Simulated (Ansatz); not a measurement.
# Convergence of a linear-scaling basis for 1T-ZrS2 zigzag nanoribbon, bare edges, Se on S sites (64 atoms), part 2 of 3

Wanted: errors and times of a linear-scaling basis for 1T-ZrS2 zigzag nanoribbon, bare edges, Se on S sites (64 atoms). A setting counts as converged where the r.m.s. difference of forces stays under 1 % of the r.m.s. force.

Ansatz 0.2.0; Kohn-Sham DFT, PBE, PAW (set soft_2, large core), plane waves.

The cell: 22 Zr, 37 S and 5 Se. Beside vacuum, support functions can miss their usual error bounds without a warning. The main run has no spin polarisation.

So far. Step 3 (Support functions low): Forces differ from the reference by 0.33 meV/Å r.m.s., 0.057 % of their size, well within a tolerance of 1 %; the energy by -0.34 meV/atom. Step 4 (Support functions medium): Forces differ from the reference by 0.33 meV/Å r.m.s., 0.057 % of their size, well within a tolerance of 1 %; the energy by -0.34 meV/atom.

### Step 5. Support functions medium, spacing 0.411 Å

Level of this step: Kohn-Sham DFT, PBE, PAW (set soft_2, large core), localised support functions (medium) (Ansatz).

The grid spacing sets how fine a wave the support functions can hold.

Input file input.yaml:

```yaml
crystal:
  lattice:
    - [7.32, 0.0, 0.0]
    - [0.0, 42.75308, 0.0]
    - [0.0, 0.0, 12.92]
  atoms:
    [... the 64 atom lines of step 2 ...]
kpoints:
  mp_grid: { grid: [2, 1, 1] }
hamiltonian:
  xc: pbe
  pseudopotentials: { kind: paw, core: large }
scf:
  occupations: { method: fermi_dirac, width: 0.025 }
  eigensolver: { kind: { support_functions: { accuracy: medium, spacing: 0.411 } } }
  mixing: { beta: 0.2 }
  max_iter: 150
output:
  forces: true
  eigenvalues: true
```

On the command line:

```bash
$ ansatz run input.yaml --threads 8 --pin off --max-ram 15872MiB --backend cpu --events-out ev --progress --plain --runs-dir out
```

Numbers of over 12 decimals in the logs are rounded to 6 here.

Output:

```text
[...]
Crystal: 64 atoms, lattice volume = 4043.347 Å³
Basis set: ecut = 420 eV, 79137 PW (Γ), exchange–correlation on 100×576×180 points (8 copies of the dense FFT grid, shifted against one another)
Bands: 310, of which v1, the nominal top of the filled ones, is band 258 counted from 1 (257 counted from 0)
Symmetry: 1 space group operations
k-points: 2
[...]
SCF iter   1: F=—  HF=-138387.656038 eV  |F-HF|=—  |Δ(HF+E_count)|=         —  Δρ=3.44e-2  dr2=1.52e2  ethr=1.00e-1
[...]
SCF iter  31: F=-138397.879415 eV  HF=-138397.879415 eV  |F-HF|=2.38e-7  |Δ(HF+E_count)|=   6.42e-7  Δρ=3.57e-6  dr2=6.99e-7  ethr=5.11e-10
SCF 1 converged in 31 iterations: F = -138397.882410 eV  dr2 = 6.99e-7
[...]
SCF converged after 31 iterations
[...]
Free energy (F): -138397.882410 eV
[...]
Internal energy: -138397.836694 eV  (E = F + TS)
E sigma→0 (E₀):  -138397.859552 eV
Entropy (-TS):   -0.045716 eV (-0.714 meV/atom)
Fermi energy:    -0.145711 eV
[...]
--- Forces (eV/Å), atoms counted from 1 ---
  atom   1  Zr    -0.50848484     1.50131364     0.45196524
  atom   2  S     -0.02766401    -1.34519461     0.24847414
  atom   3  Se    -0.01208113    -1.21965580    -1.15690778
  atom   4  Zr    -0.59519583     1.48845321    -0.41042563
  atom   5  S      0.02267180    -0.37178881     0.15351226
  atom   6  S     -0.00455221    -0.40868508     0.15230421
  atom   7  Zr     0.05981345    -0.35263013    -0.10349936
  atom   8  S     -0.14128926     0.01264578     0.01948471
  atom   9  S      0.08489794     0.10638316    -0.03201838
  atom  10  Zr     0.10420812    -0.05355016     0.19162691
  atom  11  S      0.01930330    -0.30574326    -0.25575078
  atom  12  S      0.18261428    -0.02548937    -0.05653940
  atom  13  Zr     0.84156273    -0.46493877     0.59570148
  atom  14  S      0.00613741    -0.07472387     0.05539964
[...]
atom  63  Zr    -0.40337456    -0.18263108    -2.17664835
  atom  64  S     -0.15619561    -0.32956920     1.41414540
  max |Σ_I F_I| component: 5.09e0 eV/Å
--- Band table (eV) ---
[...]
```

Wall time 60 s (8 threads of Arm Neoverse V2, shared host); peak memory 2.9 GiB.

The program notes that the forces don't sum to zero within tolerance and the grid leaves an egg-box force.

Forces differ from the reference by 99 meV/Å r.m.s., 17 % of their size, far over a tolerance of 1 %; the energy by +38 meV/atom. The setting is coarser than the default on purpose.

### Step 6. Support functions medium, spacing 0.343 Å

The grid spacing sets how fine a wave the support functions can hold.

input.yaml, the sections that differ from step 5:

```yaml
scf:
  occupations: { method: fermi_dirac, width: 0.025 }
  eigensolver: { kind: { support_functions: { accuracy: medium, spacing: 0.343 } } }
  mixing: { beta: 0.2 }
  max_iter: 150
# crystal, kpoints, hamiltonian, output: as in step 5
```

Output:

```text
[...]
Crystal: 64 atoms, lattice volume = 4043.347 Å³
Basis set: ecut = 420 eV, 79137 PW (Γ), exchange–correlation on 100×576×180 points (8 copies of the dense FFT grid, shifted against one another)
Bands: 310, of which v1, the nominal top of the filled ones, is band 258 counted from 1 (257 counted from 0)
Symmetry: 1 space group operations
k-points: 2
[...]
SCF iter   1: F=—  HF=-138396.561518 eV  |F-HF|=—  |Δ(HF+E_count)|=         —  Δρ=2.85e-2  dr2=1.52e2  ethr=1.00e-1
[...]
SCF iter  29: F=-138400.443606 eV  HF=-138400.443606 eV  |F-HF|=2.69e-7  |Δ(HF+E_count)|=   1.10e-7  Δρ=2.53e-6  dr2=5.27e-7  ethr=2.55e-10
SCF 1 converged in 29 iterations: F = -138400.446985 eV  dr2 = 5.27e-7
[...]
SCF converged after 29 iterations
[...]
Free energy (F): -138400.446985 eV
[...]
Internal energy: -138400.403198 eV  (E = F + TS)
E sigma→0 (E₀):  -138400.425091 eV
Entropy (-TS):   -0.043787 eV (-0.684 meV/atom)
Fermi energy:    -0.148031 eV
[...]
--- Forces (eV/Å), atoms counted from 1 ---
  atom   1  Zr    -0.46462122     1.77986001     0.38264739
  atom   2  S     -0.05104303    -1.30400594     0.18293395
  atom   3  Se     0.06660989    -1.11158166    -1.14939583
  atom   4  Zr    -0.58215759     1.63153487    -0.30298347
  atom   5  S      0.02271089    -0.38870696     0.11561158
  atom   6  S      0.00759979    -0.43776569     0.22839854
  atom   7  Zr     0.05604618    -0.05212304     0.07410294
  atom   8  S     -0.16309151     0.04105907    -0.04229246
  atom   9  S      0.08196961     0.08162641     0.01497677
  atom  10  Zr     0.09172437     0.08446708     0.08044808
  atom  11  S      0.01880767    -0.32920723    -0.30554488
  atom  12  S      0.19110133    -0.06221076     0.01083029
  atom  13  Zr     0.87123636    -0.22946093     0.55791326
  atom  14  S      0.00922413    -0.04879927    -0.00500145
[...]
atom  63  Zr    -0.48328674     0.05453108    -2.11262160
  atom  64  S     -0.16242915    -0.36179813     1.42511395
  max |Σ_I F_I| component: 1.31e-1 eV/Å
--- Band table (eV) ---
[...]
```

The job ended after 71 s (8 threads; peak memory 3.5 GiB; 9.1 min of CPU time).

Forces differ from the reference by 10 meV/Å r.m.s., 1.8 % of their size, over a tolerance of 1 %; the energy by -2.3 meV/atom. The setting is coarser than the default on purpose.

### Step 7. Support functions medium, spacing 0.297 Å

The grid spacing sets how fine a wave the support functions can hold.

input.yaml, the sections that differ from step 6:

```yaml
scf:
  occupations: { method: fermi_dirac, width: 0.025 }
  eigensolver: { kind: { support_functions: { accuracy: medium, spacing: 0.297 } } }
  mixing: { beta: 0.2 }
  max_iter: 150
# crystal, kpoints, hamiltonian, output: as in step 6
```

Output:

```text
[...]
Crystal: 64 atoms, lattice volume = 4043.347 Å³
Basis set: ecut = 420 eV, 79137 PW (Γ), exchange–correlation on 100×576×180 points (8 copies of the dense FFT grid, shifted against one another)
Bands: 310, of which v1, the nominal top of the filled ones, is band 258 counted from 1 (257 counted from 0)
Symmetry: 1 space group operations
k-points: 2
[...]
SCF iter   1: F=—  HF=-138396.322051 eV  |F-HF|=—  |Δ(HF+E_count)|=         —  Δρ=2.84e-2  dr2=1.52e2  ethr=1.00e-1
[...]
SCF iter  28: F=-138400.289726 eV  HF=-138400.289726 eV  |F-HF|=8.16e-8  |Δ(HF+E_count)|=   2.18e-4  Δρ=3.30e-6  dr2=9.58e-7  ethr=9.65e-10
SCF 1 converged in 28 iterations: F = -138400.293016 eV  dr2 = 9.58e-7
[...]
SCF converged after 28 iterations
[...]
Free energy (F): -138400.293016 eV
[...]
Internal energy: -138400.249126 eV  (E = F + TS)
E sigma→0 (E₀):  -138400.271071 eV
Entropy (-TS):   -0.043890 eV (-0.686 meV/atom)
Fermi energy:    -0.148319 eV
[...]
--- Forces (eV/Å), atoms counted from 1 ---
  atom   1  Zr    -0.45658581     1.77301172     0.38557712
  atom   2  S     -0.05221816    -1.30561200     0.18550108
  atom   3  Se     0.07063318    -1.11062058    -1.15418162
  atom   4  Zr    -0.58831259     1.63148113    -0.30434846
  atom   5  S      0.02304847    -0.38968027     0.11783225
  atom   6  S      0.00831235    -0.43682455     0.22631204
  atom   7  Zr     0.06132874    -0.04785668     0.07268825
  atom   8  S     -0.16391295     0.04151860    -0.04005059
  atom   9  S      0.08210776     0.08105539     0.01271011
  atom  10  Zr     0.09570152     0.08232894     0.08108559
  atom  11  S      0.01907559    -0.32951185    -0.30339016
  atom  12  S      0.19141217    -0.06256324     0.00882843
  atom  13  Zr     0.89517593    -0.23096256     0.55903492
  atom  14  S      0.00897683    -0.04917239    -0.00296472
[...]
atom  63  Zr    -0.52799266     0.05459052    -2.11263700
  atom  64  S     -0.16209263    -0.36040147     1.42368847
  max |Σ_I F_I| component: 8.24e-2 eV/Å
--- Band table (eV) ---
[...]
```

It took 79 s on 8 threads; peak memory 3.9 GiB.

Forces differ from the reference by 8.0 meV/Å r.m.s., 1.4 % of their size, over a tolerance of 1 %; the energy by +0.13 meV/atom. The setting is coarser than the default on purpose.

### Step 8. Support functions medium, spacing 0.263 Å

The grid spacing sets how fine a wave the support functions can hold.

input.yaml, the sections that differ from step 7:

```yaml
scf:
  occupations: { method: fermi_dirac, width: 0.025 }
  eigensolver: { kind: { support_functions: { accuracy: medium, spacing: 0.263 } } }
  mixing: { beta: 0.2 }
  max_iter: 150
# crystal, kpoints, hamiltonian, output: as in step 7
```

Output:

```text
[...]
Crystal: 64 atoms, lattice volume = 4043.347 Å³
Basis set: ecut = 420 eV, 79137 PW (Γ), exchange–correlation on 100×576×180 points (8 copies of the dense FFT grid, shifted against one another)
Bands: 310, of which v1, the nominal top of the filled ones, is band 258 counted from 1 (257 counted from 0)
Symmetry: 1 space group operations
k-points: 2
[...]
SCF iter   1: F=—  HF=-138396.740816 eV  |F-HF|=—  |Δ(HF+E_count)|=         —  Δρ=2.84e-2  dr2=1.52e2  ethr=1.00e-1
[...]
SCF iter  27: F=—  HF=-138400.333234 eV  |F-HF|=—  |Δ(HF+E_count)|=   3.75e-7  Δρ=3.83e-6  dr2=1.28e-6  ethr=6.99e-10  κ⁻¹=7.6e-5(r=7)
SCF iter  28: F=-138400.333234 eV  HF=-138400.333234 eV  |F-HF|=2.46e-7  |Δ(HF+E_count)|=   1.24e-8  Δρ=3.12e-6  dr2=8.45e-7  ethr=2.49e-10
SCF 1 converged in 28 iterations: F = -138400.336876 eV  dr2 = 8.45e-7
[...]
SCF converged after 28 iterations
[...]
Free energy (F): -138400.336876 eV
[...]
Internal energy: -138400.293132 eV  (E = F + TS)
E sigma→0 (E₀):  -138400.315004 eV
Entropy (-TS):   -0.043744 eV (-0.684 meV/atom)
Fermi energy:    -0.148284 eV
[...]
Σ components = -138400.336876   (vs F -138400.336876, Δ=0.00e0)
--- Forces (eV/Å), atoms counted from 1 ---
  atom   1  Zr    -0.45665653     1.80142735     0.38755907
  atom   2  S     -0.05234917    -1.30491451     0.18823714
  atom   3  Se     0.07049329    -1.12015986    -1.15788463
  atom   4  Zr    -0.58836110     1.64494183    -0.30420623
[...]
atom  64  S     -0.16199190    -0.36025374     1.42115488
  max |Σ_I F_I| component: 2.81e-3 eV/Å
--- Band table (eV) ---
[...]
```

Elapsed: 94 s, on 8 threads; peak memory 4.3 GiB; 12 min of CPU time.

Keys that differ from the reference: support_functions.accuracy = "medium", support_functions.spacing = 0.263, scf.max_iter = 150 and scf.mixing.beta = 0.2.

Forces differ from the reference by 0.41 meV/Å r.m.s., 0.072 % of their size, well within a tolerance of 1 %; the energy by -0.56 meV/atom.

### Step 9. All settings compared

Each row is set against the plane-wave reference (Kohn-Sham DFT, PBE, PAW (set soft_2, large core), plane waves; r.m.s. force component 0.575 eV/Å). Energies are set beside the reference only for runs with its functional, potentials and electron count. Times are for 8 threads of Arm Neoverse V2, shared host. The reference's time includes the DOS, ELF and grids, which some other runs skip.

```
                                      run  Δ force, r.m.s. (meV/Å)  share of r.m.s. force (%)  Δ energy (meV/atom)  cycles     time  host memory (GiB)
                                reference                        -                          -                    -      19  1.7 min                 12
                    support functions low                    0.325                     0.0565               -0.342      27  2.1 min                5.0
                 support functions medium                    0.326                     0.0568               -0.343      29  2.3 min                5.1
support functions medium, spacing 0.411 Å                     98.9                       17.2                 37.8      31     60 s                2.9
support functions medium, spacing 0.343 Å                     10.4                       1.80                -2.28      29     71 s                3.5
support functions medium, spacing 0.297 Å                     8.02                       1.40                0.130      28     79 s                3.9
support functions medium, spacing 0.263 Å                    0.414                      0.072               -0.556      28     94 s                4.3
```

### Step 10. The reference in detail

With the settings judged, the reference run is read for its physics.

Neighbours are counted within 3.02 Å (S-Zr), 3.02 Å (Zr-Se).

Length of the force by element and coordination:

```
element  coordination  atoms  mean length of the force (eV/Å)  spread   least  most
      S           all     37                            0.439   0.388  0.0485  1.88
      S             2      2                             1.68   0.201    1.47  1.88
      S             3     35                            0.368   0.254  0.0485  1.32
     Se           all      5                             1.90   0.186    1.61  2.10
     Zr           all     22                             1.01   0.681   0.125  2.27
     Zr             3      2                             1.62   0.281    1.33  1.90
     Zr             5      2                             2.22  0.0452    2.18  2.27
     Zr             6     18                            0.805   0.558   0.125  1.82
```

Löwdin charges by element and coordination (they lack the spilled electrons, 0.048 e an atom on average):

```
element  coordination  atoms  mean charge (e)  spread   least    most
      S           all     37           -0.344  0.0347  -0.443  -0.264
      S             2      2           -0.418  0.0245  -0.443  -0.394
      S             3     35           -0.340  0.0302  -0.442  -0.264
     Se           all      5           -0.247  0.0204  -0.262  -0.207
     Zr           all     22            0.773  0.0897   0.511   0.888
     Zr             3      2            0.519  0.0078   0.511   0.526
     Zr             5      2            0.880  0.0076   0.873   0.888
     Zr             6     18            0.790  0.0327   0.704   0.833
```

Density of states as counts of states in windows of 1 eV (from the Fermi level), total and the larger projections:

```
from (eV)  to (eV)  total   S p  Zr d  Se p   S s
      -14      -13   11.5   0.1   0.5   0.0   4.3
      -13      -12   65.1   0.4   6.6   0.1  49.9
      -12      -11    7.4   0.0   0.4   0.0   6.6
      -11       -6    0.0   0.0   0.0   0.0   0.0
       -6       -5    7.1   3.7   1.7   0.7   0.1
       -5       -4   56.3  32.5  13.6   5.4   1.2
       -4       -3   89.2  54.4  22.8   7.4   1.5
       -3       -2   53.1  38.5   7.9   4.1   1.0
       -2       -1   44.5  36.0   3.2   4.1   0.2
       -1        0    5.8   1.7   2.9   0.4   0.0
        0        1   38.2   5.2  28.6   0.9   0.4
        1        2   46.5   8.6  34.1   1.2   0.1
```

The curve was stored every 0.10 eV, coarse against its broadening of 0.08 eV, so these counts are rough.

The stored curve holds about 340 of the 516 electrons; the rest, give or take the few that broadening carries across the Fermi level, lie in deeper levels below its range.

The levels nearest the highest filled one (over half full), pooled over k-points and spins:

```
level less the highest filled one (eV)  occupation
                                -0.975           2
                                -0.851           2
                                -0.241           2
                                -0.225           2
                                -0.124        1.99
                                     0        1.40
                                0.0727       0.227
                                0.0867       0.136
                                0.0909       0.117
                                 0.106       0.065
                                 0.116       0.044
                                 0.146       0.014
```

Electrostatic potential energy in the ab plane at fractional z = 0.384, with atoms of Se and S within 0.2 Å of it. With pseudopotentials it is smooth inside the atoms' cores, unlike the true potential.

Ten even steps from '_' (-37 eV) to '@' (5 eV), each cell a mean:
```
@@@@@@@@@@@@@@@@@@@@@@@@@@@@@@@@@@@@@@@@
@@@@@@@@@@@@@@@@@@@@@@@@@@@@@@@@@@@@@@@@
@@@@%%==------##@@@@@@@@%%++------##@@@@
%%%%@@%%%%##%%@@@@%%%%%%@@%%####%%@@@@%%
..::**%%@@@@@@%%==....::**%%@@@@@@%%==..
@@@@@@%%####%%@@@@@@@@@@@@%%####%%@@@@@@
@@@@%%==::::::##%%@@@@@@%%==::::--**%%@@
++**%%@@@@@@@@@@##++++**%%@@@@@@@@@@##**
====**%%%%%%@@%%++======##%%@@@@@@%%**==
@@@@%%++======##@@@@@@@@%%++======##@@@@
%%%%%%##******%%%%%%%%%%%%%%****##%%@@%%
__..++%%@@@@@@##--..__..++%%@@@@@@%%--..
##%%@@@@%%%%%%@@%%%%##%%@@%%%%%%%%%%%%%%
@@@@%%==....::**%%@@@@@@##::____..++%%@@
**##%%@@@@@@@@@@%%****##%%@@@@@@@@@@%%**
----##%%@@@@@@%%++------##%%@@@@@@%%++--
@@@@%%**++++++%%@@@@@@@@@@**====++##@@@@
%%%%%%**++++++%%%%%%%%@@%%##++++**##%%%%
----##@@@@@@@@%%++------**@@@@@@@@%%==::
##%%%%%%%%%%%%@@%%######%%@@%%%%%%@@%%##
@@@@##::____..++%%@@@@@@%%==....::**%%@@
%%%%@@@@%%%%@@@@%%%%%%%%@@@@@@@@@@@@%%%%
@@@@@@@@@@@@@@@@@@@@@@@@@@@@@@@@@@@@@@@@
@@@@@@@@@@@@@@@@@@@@@@@@@@@@@@@@@@@@@@@@
```
Columns run along a (7.3 Å; values clipped at the 3rd and 97th percentile), rows up along b (42.8 Å). Atoms in or near the plane, at fractional coordinates: Se at (0.25, 0.14), S at (0.00, 0.22), S at (0.25, 0.29), S at (0.00, 0.36), S at (0.25, 0.44), Se at (0.00, 0.51), S at (0.25, 0.59), S at (0.01, 0.66), S at (0.25, 0.74), S at (0.00, 0.81), S at (0.25, 0.88), S at (0.75, 0.14), S at (0.50, 0.22), S at (0.75, 0.29) and more.

[end of part 2 of 3]

[Logs are printed without paths, hosts, clocks, repeated set-up lines and the standing remarks that a program may print on its own settings, such as how far it seeks lower states.]

[Hosts, paths, dates, database ids (printed as entryN), source tags and the programs' standing remarks are cut or masked in the printed files.]
